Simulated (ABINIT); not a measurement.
## BSbSe3 (Pm-3m): from the cell to the phonon bands

How does BSbSe3 (Pm-3m) vibrate, and is this structure a minimum?

Main program and level: ABINIT 10.8.3; DFT LDA, scalar-relativistic, plane waves, HGH norm-conserving pseudopotentials.

The structure was built from a prototype and need not be the compound's stable phase.

## Step 1: The starting structure

The structure is cubic, space group Pm-3m (No. 221). Conventional cell: a = 4.365 Å, b = 4.365 Å, c = 4.365 Å, α = 90.00°, β = 90.00°, γ = 90.00°. Nearest to Sb lie 12 Se at 3.09 Å. Nearest to B lie 6 Se at 2.18 Å. Se has 2 B at 2.18 Å and 4 Sb at 3.09 Å nearest. Farther neighbours and most contacts between anions are not listed.

As a file:

```cif
data_structure
_symmetry_space_group_name_H-M 'Pm-3m'
_symmetry_Int_Tables_number 221
_cell_length_a 4.3650
_cell_length_b 4.3650
_cell_length_c 4.3650
_cell_angle_alpha 90.000
_cell_angle_beta 90.000
_cell_angle_gamma 90.000
_cell_volume 83.17
loop_
_atom_site_label
_atom_site_type_symbol
_atom_site_symmetry_multiplicity
_atom_site_Wyckoff_symbol
_atom_site_fract_x
_atom_site_fract_y
_atom_site_fract_z
_atom_site_occupancy
Sb1 Sb 1 a 0.00000 0.00000 0.00000 1
B1 B 1 b 0.50000 0.50000 0.50000 1
Se1 Se 3 c 0.50000 0.50000 0.00000 1
```

## Step 2: A probe with smearing

A first run with smearing and empty bands tells whether the crystal has a gap, which decides between fixed occupations and smearing later on.

probe.abi reads:

```
# ground state
tolvrs 1.0d-08
prtden 1
prtwf 1

# basis, mesh and filling
ecut 40.0
ixc 7
ngkpt 4 4 4
nshiftk 1
shiftk 0.0 0.0 0.0
istwfk *1
occopt 7
tsmear 0.005
nband 20
nstep 100
diemac 9.0
prtebands 0
prtgsr 0
useylm 1

# cell and atoms
acell 3*1.0 Angstrom
rprim 
    4.365 0.0 0.0
    0.0 4.365 0.0
    0.0 0.0 4.365
ntypat 3
znucl 51 5 34
natom 5
typat 1 2 3 3 3
xred 
    0.0 0.0 0.0
    0.5 0.5 0.5
    0.5 0.5 0.0
    0.5 0.0 0.5
    0.0 0.5 0.5
pp_dirpath "./pseudo"
pseudos "Sb.hgh, B.hgh, Se.hgh"
```

On the command line:

```bash
$ OMP_NUM_THREADS=1 mpirun -n 4 abinit probe.abi > probe.log
```

Numbers of over 12 decimals in the logs are rounded to 6 here.

probe.abo, the main output file:

```text
[banners, grids, parts of the stress and lines that vanish by symmetry left out]
- input  file    -> probe.abi
- output file    -> probe.abo
- root for input  files -> probei
[...]
Symmetries : space group Pm -3 m (#221); Bravais cP (primitive cubic)
[...]
mpw =        6816          nfft =      110592          nkpt =          10
[...]
== DATASET  1 ==================================================================
[...]
cutoff_energies: {ecut:  40.0, pawecutdg:  -1.0, }
[...]
Exchange-correlation functional for the present dataset will be:
  LDA: Perdew-Wang 92 LSD fit to Ceperley-Alder data - ixc=7
[...]
ETOT  1  -36.460584109812    -3.646E+01 4.641E-02 3.131E+03
 ETOT  2  -36.638655520421    -1.781E-01 1.608E-02 2.128E+03
 ETOT  3  -36.860430893069    -2.218E-01 1.533E-02 4.306E+01
 ETOT  4  -36.865854234657    -5.423E-03 7.247E-03 1.273E+01
 ETOT  5  -36.867364480209    -1.510E-03 2.439E-03 8.068E-01
 ETOT  6  -36.867512143359    -1.477E-04 1.703E-03 7.204E-03
 ETOT  7  -36.867513347038    -1.204E-06 3.917E-04 1.568E-05
 ETOT  8  -36.867513349546    -2.509E-09 2.879E-04 2.168E-07
 ETOT  9  -36.867513349575    -2.872E-11 7.791E-05 2.009E-09
 At SCF step    9       vres2   =  2.01E-09 < tolvrs=  1.00E-08 =>converged.
[...]
sigma(1 1)= -2.97726278E-04  sigma(3 2)=  0.00000000E+00
  sigma(2 2)= -2.97726278E-04  sigma(3 1)=  0.00000000E+00
  sigma(3 3)= -2.97726278E-04  sigma(2 1)=  0.00000000E+00
[...]
convergence: {deltae: -2.872E-11, res2:  2.009E-09, residm:  7.791E-05, diffor: null, }
etotal    :  -3.68675133E+01
[...]
sigma(1 1)= -2.97726278E-04  sigma(3 2)=  0.00000000E+00
  sigma(2 2)= -2.97726278E-04  sigma(3 1)=  0.00000000E+00
  sigma(3 3)= -2.97726278E-04  sigma(2 1)=  0.00000000E+00
[...]
- sigma(1 1)= -8.75940951E+00  sigma(3 2)=  0.00000000E+00
- sigma(2 2)= -8.75940951E+00  sigma(3 1)=  0.00000000E+00
- sigma(3 3)= -8.75940951E+00  sigma(2 1)=  0.00000000E+00
[...]
fcart     -0.0000000000E+00 -0.0000000000E+00 -0.0000000000E+00
           strten     -2.9772627774E-04 -2.9772627774E-04 -2.9772627774E-04
================================================================================

[key lines of the parts left out:]
pressure_GPa:   8.7594E+00
```

Elapsed: 13 s, on 4 MPI ranks of Arm Neoverse V1, shared host; 51 s of CPU time.

This step gave:

```yaml
volume_per_atom: 16.63 Å³
pressure: 8.759 GPa
gap_on_the_k_mesh: 0 eV
```

No gap opens on this mesh, so smearing is kept; the printed pressure holds the stress of the finite basis too.

## Step 3: Rough relaxation

The typed start is rough, so a first relaxation with smearing and loose thresholds takes it towards rest cheaply.

prerelax.abi reads:

```
# relaxation
ionmov 2
optcell 2
dilatmx 1.15
chkdilatmx 0
ntime 40
tolmxf 3.0d-04
tolvrs 1.0d-10
prtwf 0
prtden 0
chksymtnons 0

# basis, mesh and filling
ecut 40.0
ecutsm 3.0
ixc 7
ngkpt 4 4 4
nshiftk 1
shiftk 0.0 0.0 0.0
istwfk *1
occopt 7
tsmear 0.005
nband 20
nstep 100
diemac 1000000.0
prtebands 0
prtgsr 0
useylm 1

# cell and atoms
acell 3*1.0 Angstrom
rprim 
    4.365 0.0 0.0
    0.0 4.365 0.0
    0.0 0.0 4.365
ntypat 3
znucl 51 5 34
natom 5
typat 1 2 3 3 3
xred 
    0.0 0.0 0.0
    0.5 0.5 0.5
    0.5 0.5 0.0
    0.5 0.0 0.5
    0.0 0.5 0.5
pp_dirpath "./pseudo"
pseudos "Sb.hgh, B.hgh, Se.hgh"
```

On the command line:

```bash
$ OMP_NUM_THREADS=1 mpirun -n 4 abinit prerelax.abi > prerelax.log
```

prerelax.abo, the main output file:

```text
[banners, grids, parts of the stress and lines that vanish by symmetry left out]
- input  file    -> prerelax.abi
- output file    -> prerelax.abo
- root for input  files -> prerelaxi
[...]
Symmetries : space group Pm -3 m (#221); Bravais cP (primitive cubic)
[...]
mpw =       10395          nfft =      216000          nkpt =          10
[...]
== DATASET  1 ==================================================================
[...]
cutoff_energies: {ecut:  40.0, pawecutdg:  -1.0, }
[...]
Exchange-correlation functional for the present dataset will be:
  LDA: Perdew-Wang 92 LSD fit to Ceperley-Alder data - ixc=7
[...]
ETOT  1  -36.453559069873    -3.645E+01 4.976E-02 6.075E+03
 ETOT  2  -36.731654805723    -2.781E-01 1.709E-02 2.293E+03
 ETOT  3  -36.863396723007    -1.317E-01 1.033E-02 5.445E+01
 ETOT  4  -36.865771526755    -2.375E-03 8.618E-03 1.520E+01
[...]
ETOT  8  -36.874108025101    -4.263E-13 1.129E-04 3.961E-11
 At SCF step    8       vres2   =  3.96E-11 < tolvrs=  1.00E-10 =>converged.
[...]
sigma(1 1)= -1.45270960E-06  sigma(3 2)=  0.00000000E+00
  sigma(2 2)= -1.45270960E-06  sigma(3 1)=  0.00000000E+00
  sigma(3 3)= -1.45270960E-06  sigma(2 1)=  0.00000000E+00
[...]
convergence: {deltae: -4.263E-13, res2:  3.961E-11, residm:  1.129E-04, diffor: null, }
etotal    :  -3.68741080E+01
[...]
At Broyd/MD step   4, gradients are converged :
[...]
sigma(1 1)= -1.45270960E-06  sigma(3 2)=  0.00000000E+00
  sigma(2 2)= -1.45270960E-06  sigma(3 1)=  0.00000000E+00
  sigma(3 3)= -1.45270960E-06  sigma(2 1)=  0.00000000E+00
[...]
- sigma(1 1)= -4.27401920E-02  sigma(3 2)=  0.00000000E+00
- sigma(2 2)= -4.27401920E-02  sigma(3 1)=  0.00000000E+00
- sigma(3 3)= -4.27401920E-02  sigma(2 1)=  0.00000000E+00
[...]
fcart     -0.0000000000E+00 -0.0000000000E+00 -0.0000000000E+00
           strten     -1.4527095986E-06 -1.4527095986E-06 -1.4527095986E-06
================================================================================

[key lines of the parts left out:]
pressure_GPa:   4.2740E-02
Total energy (etotal) [Ha]= -3.68741080251012E+01
```

Elapsed: 88 s, on 4 MPI ranks; 5.8 min of CPU time.

Relaxation path:

```csv
step,energy less that of the first step (eV),largest force (eV/Å),volume (Å³)
1,0.0000,0.0000,83.17
2,-0.1012,0.0000,85.43
3,-0.1805,0.0000,89.73
4,-0.1814,0.0000,90.24
```

| conventional cell, symmetrised | before | after | change |
| --- | --- | --- | --- |
| a (Å) | 4.365 | 4.485 | +2.8 % |
| b (Å) | 4.365 | 4.485 | +2.8 % |
| c (Å) | 4.365 | 4.485 | +2.8 % |
| volume (Å³/atom) | 16.63 | 18.05 | +8.5 % |

Read from the output:

```
volume per atom : 18.05 Å³
pressure        : 0.04274 GPa
```

The volume changes by +8.5 % in this run and stands +8.5 % from the first cell.

## Step 4: Relaxing the cell and atoms

The harmonic expansion needs vanishing forces, and a free crystal bears no stress, so cell and atoms are brought to rest. Stress is more sensitive to the basis than forces are: the last 3 Ha under the cutoff are smoothed with ecutsm, and the cutoff is raised above that of the later runs.

relax.abi reads:

```
# relaxation
ionmov 2
optcell 2
dilatmx 1.08
ntime 40
tolmxf 1.0d-05
tolvrs 1.0d-14
prtwf 0
prtden 0
chksymtnons 0

# basis, mesh and filling
ecut 49.0
ecutsm 3.0
ixc 7
ngkpt 6 6 6
nshiftk 1
shiftk 0.0 0.0 0.0
istwfk *1
occopt 7
tsmear 0.01
nband 20
nstep 100
diemac 1000000.0
prtebands 0
prtgsr 0
useylm 1

# cell and atoms
acell 3*1.0 Angstrom
rprim 
    4.485443787 0.0 0.0
    0.0 4.485443787 0.0
    0.0 0.0 4.485443787
ntypat 3
znucl 51 5 34
natom 5
typat 1 2 3 3 3
xred 
    0.0 0.0 0.0
    0.5 0.5 0.5
    0.5 0.5 0.0
    0.5 0.0 0.5
    0.0 0.5 0.5
pp_dirpath "./pseudo"
pseudos "Sb.hgh, B.hgh, Se.hgh"
```

On the command line:

```bash
$ OMP_NUM_THREADS=1 mpirun -n 4 abinit relax.abi > relax.log
```

relax.abo, the main output file:

```text
[banners, grids, parts of the stress and lines that vanish by symmetry left out]
- input  file    -> relax.abi
- output file    -> relax.abo
- root for input  files -> relaxi
[...]
Symmetries : space group Pm -3 m (#221); Bravais cP (primitive cubic)
[...]
mpw =       12621          nfft =      216000          nkpt =          20
[...]
== DATASET  1 ==================================================================
[...]
cutoff_energies: {ecut:  49.0, pawecutdg:  -1.0, }
[...]
Exchange-correlation functional for the present dataset will be:
  LDA: Perdew-Wang 92 LSD fit to Ceperley-Alder data - ixc=7
[...]
ETOT  1  -36.496424602838    -3.650E+01 5.038E-02 5.530E+03
 ETOT  2  -36.749896670891    -2.535E-01 1.894E-02 1.940E+03
 ETOT  3  -36.880889201822    -1.310E-01 8.539E-03 2.147E+01
 ETOT  4  -36.882247372814    -1.358E-03 3.597E-03 7.512E-01
 ETOT  5  -36.882298245429    -5.087E-05 9.415E-04 2.955E-01
[...]
At SCF step   12       vres2   =  6.45E-16 < tolvrs=  1.00E-14 =>converged.
[...]
sigma(1 1)=  2.25790389E-05  sigma(3 2)=  0.00000000E+00
  sigma(2 2)=  2.25790389E-05  sigma(3 1)=  0.00000000E+00
  sigma(3 3)=  2.25790389E-05  sigma(2 1)=  0.00000000E+00
[...]
convergence: {deltae:  1.599E-12, res2:  6.455E-16, residm:  7.285E-05, diffor: null, }
etotal    :  -3.68823269E+01
[...]
ETOT  1  -36.882307598735    -3.688E+01 9.282E-04 8.287E-01
[...]
At SCF step    9       vres2   =  1.33E-15 < tolvrs=  1.00E-14 =>converged.
[...]
sigma(1 1)=  1.64153828E-05  sigma(3 2)=  0.00000000E+00
  sigma(2 2)=  1.64153828E-05  sigma(3 1)=  0.00000000E+00
  sigma(3 3)=  1.64153828E-05  sigma(2 1)=  0.00000000E+00
[...]
convergence: {deltae:  1.208E-13, res2:  1.331E-15, residm:  1.012E-04, diffor: null, }
etotal    :  -3.68823510E+01
[...]
ETOT  1  -36.882079561201    -3.688E+01 1.433E-03 5.719E+00
[...]
At SCF step   10       vres2   =  2.35E-16 < tolvrs=  1.00E-14 =>converged.
[...]
sigma(1 1)= -1.59953339E-07  sigma(3 2)=  0.00000000E+00
  sigma(2 2)= -1.59953339E-07  sigma(3 1)=  0.00000000E+00
  sigma(3 3)= -1.59953339E-07  sigma(2 1)=  0.00000000E+00
[...]
convergence: {deltae:  5.542E-13, res2:  2.345E-16, residm:  3.756E-06, diffor: null, }
etotal    :  -3.68823776E+01
[...]
ETOT  1  -36.882377580928    -3.688E+01 1.875E-06 5.352E-04
[...]
ETOT  6  -36.882377608870    -1.066E-13 7.431E-07 8.686E-13
 ETOT  7  -36.882377608869     9.592E-13 7.149E-07 7.316E-15
 At SCF step    7       vres2   =  7.32E-15 < tolvrs=  1.00E-14 =>converged.
[...]
sigma(1 1)=  1.10338163E-09  sigma(3 2)=  0.00000000E+00
  sigma(2 2)=  1.10338163E-09  sigma(3 1)=  0.00000000E+00
  sigma(3 3)=  1.10338163E-09  sigma(2 1)=  0.00000000E+00
[...]
convergence: {deltae:  9.592E-13, res2:  7.316E-15, residm:  7.149E-07, diffor: null, }
etotal    :  -3.68823776E+01
[...]
At Broyd/MD step   4, gradients are converged :
[...]
sigma(1 1)=  1.10338163E-09  sigma(3 2)=  0.00000000E+00
  sigma(2 2)=  1.10338163E-09  sigma(3 1)=  0.00000000E+00
  sigma(3 3)=  1.10338163E-09  sigma(2 1)=  0.00000000E+00
[...]
- sigma(1 1)=  3.24626083E-05  sigma(3 2)=  0.00000000E+00
- sigma(2 2)=  3.24626084E-05  sigma(3 1)=  0.00000000E+00
- sigma(3 3)=  3.24626083E-05  sigma(2 1)=  0.00000000E+00
[...]
fcart     -0.0000000000E+00 -0.0000000000E+00 -0.0000000000E+00
           strten      1.1033816283E-09  1.1033816335E-09  1.1033816300E-09
================================================================================

[key lines of the parts left out:]
pressure_GPa:  -3.2463E-05
Total energy (etotal) [Ha]= -3.68823776088689E+01
```

Elapsed: 2.8 min, on 4 MPI ranks; 11 min of CPU time.

The steps of the relaxation:

```csv
step,energy less that of the first step (eV),largest force (eV/Å),volume (Å³)
1,0.0000,0.0000,90.24
2,-0.0007,0.0000,90.06
3,-0.0014,0.0000,89.58
4,-0.0014,0.0000,89.58
```

```csv
"conventional cell, symmetrised",before,after,change
a (Å),4.485,4.474,-0.2 %
b (Å),4.485,4.474,-0.2 %
c (Å),4.485,4.474,-0.2 %
volume (Å³/atom),18.05,17.92,-0.7 %
```

Final coordinates:

```xyz
5
Lattice="4.4745 0.0000 0.0000 0.0000 4.4745 0.0000 0.0000 0.0000 4.4745" Properties=species:S:1:pos:R:3 pbc="T T T"
Sb    0.0000    0.0000    0.0000
B     2.2372    2.2372    2.2372
Se    2.2372    2.2372    0.0000
Se    2.2372    0.0000    2.2372
Se    0.0000    2.2372    2.2372
```

Numbers from this step:

- volume per atom: 17.92 Å³
- pressure: -3.25e-5 GPa

The volume changes by -0.7 % in this run and stands +7.7 % from the first cell.

## Step 5: Ground state

First-order wavefunctions inherit every error of the ground state, hence the very tight tolvrs. Smearing stays on, as the first look found no gap above 0.3 eV.

gs.abi reads:

```
# ground state
tolvrs 1.0d-16
prtden 1
prtwf 1

# basis, mesh and filling
ecut 40.0
ixc 7
ngkpt 6 6 6
nshiftk 1
shiftk 0.0 0.0 0.0
istwfk *1
occopt 7
tsmear 0.01
nband 20
nstep 100
diemac 1000000.0
prtebands 0
prtgsr 0
useylm 1

# cell and atoms
acell 3*1.0 Angstrom
rprim 
    4.474450656 0.0 0.0
    0.0 4.474450656 0.0
    0.0 0.0 4.474450656
ntypat 3
znucl 51 5 34
natom 5
typat 1 2 3 3 3
xred 
    0.0 0.0 0.0
    0.5 0.5 0.5
    0.5 0.5 0.0
    0.5 0.0 0.5
    0.0 0.5 0.5
pp_dirpath "./pseudo"
pseudos "Sb.hgh, B.hgh, Se.hgh"
```

On the command line:

```bash
$ OMP_NUM_THREADS=1 mpirun -n 4 abinit gs.abi > gs.log
```

gs.abo, the main output file:

```text
[banners, grids, parts of the stress and lines that vanish by symmetry left out]
- input  file    -> gs.abi
- output file    -> gs.abo
- root for input  files -> gsi
[...]
Symmetries : space group Pm -3 m (#221); Bravais cP (primitive cubic)
[...]
mpw =        7400          nfft =      125000          nkpt =          20
[...]
== DATASET  1 ==================================================================
[...]
cutoff_energies: {ecut:  40.0, pawecutdg:  -1.0, }
[...]
Exchange-correlation functional for the present dataset will be:
  LDA: Perdew-Wang 92 LSD fit to Ceperley-Alder data - ixc=7
[...]
ETOT  1  -36.505317272743    -3.651E+01 4.669E-02 3.201E+03
 ETOT  2  -36.748539527720    -2.432E-01 7.355E-03 1.119E+03
 ETOT  3  -36.880594533141    -1.321E-01 8.056E-03 1.409E+01
 ETOT  4  -36.882118972249    -1.524E-03 1.563E-03 4.833E-01
 ETOT  5  -36.882172294972    -5.332E-05 2.197E-03 2.021E-01
[...]
ETOT 12  -36.882205663033     2.061E-13 1.514E-04 2.985E-15
 ETOT 13  -36.882205663033     3.908E-13 1.414E-04 1.795E-18
 At SCF step   13       vres2   =  1.79E-18 < tolvrs=  1.00E-16 =>converged.
[...]
sigma(1 1)=  1.96491510E-06  sigma(3 2)=  0.00000000E+00
  sigma(2 2)=  1.96491510E-06  sigma(3 1)=  0.00000000E+00
  sigma(3 3)=  1.96491510E-06  sigma(2 1)=  0.00000000E+00
[...]
convergence: {deltae:  3.908E-13, res2:  1.795E-18, residm:  1.414E-04, diffor: null, }
etotal    :  -3.68822057E+01
[...]
sigma(1 1)=  1.96491510E-06  sigma(3 2)=  0.00000000E+00
  sigma(2 2)=  1.96491510E-06  sigma(3 1)=  0.00000000E+00
  sigma(3 3)=  1.96491510E-06  sigma(2 1)=  0.00000000E+00
[...]
- sigma(1 1)=  5.78097982E-02  sigma(3 2)=  0.00000000E+00
- sigma(2 2)=  5.78097982E-02  sigma(3 1)=  0.00000000E+00
- sigma(3 3)=  5.78097982E-02  sigma(2 1)=  0.00000000E+00
[...]
fcart     -0.0000000000E+00 -0.0000000000E+00 -0.0000000000E+00
           strten      1.9649151042E-06  1.9649151042E-06  1.9649151042E-06
================================================================================

[key lines of the parts left out:]
pressure_GPa:  -5.7810E-02
```

The job ended after 34 s (4 MPI ranks; 2.3 min of CPU time).

Read from the output:

```
pressure : -0.05781 GPa
```

The cell stands at -0.058 GPa, close enough for phonons.

(Continued in part 2 of 6.)

[Host names and launcher messages were left out of these logs when they were recorded.]

[Logs are printed without paths, hosts, clocks, repeated set-up lines and the standing remarks that a program may print on its own settings, such as how far it seeks lower states.]

[Hosts, paths, dates, database ids (printed as entryN), source tags and the programs' standing remarks are cut or masked in the printed files.]
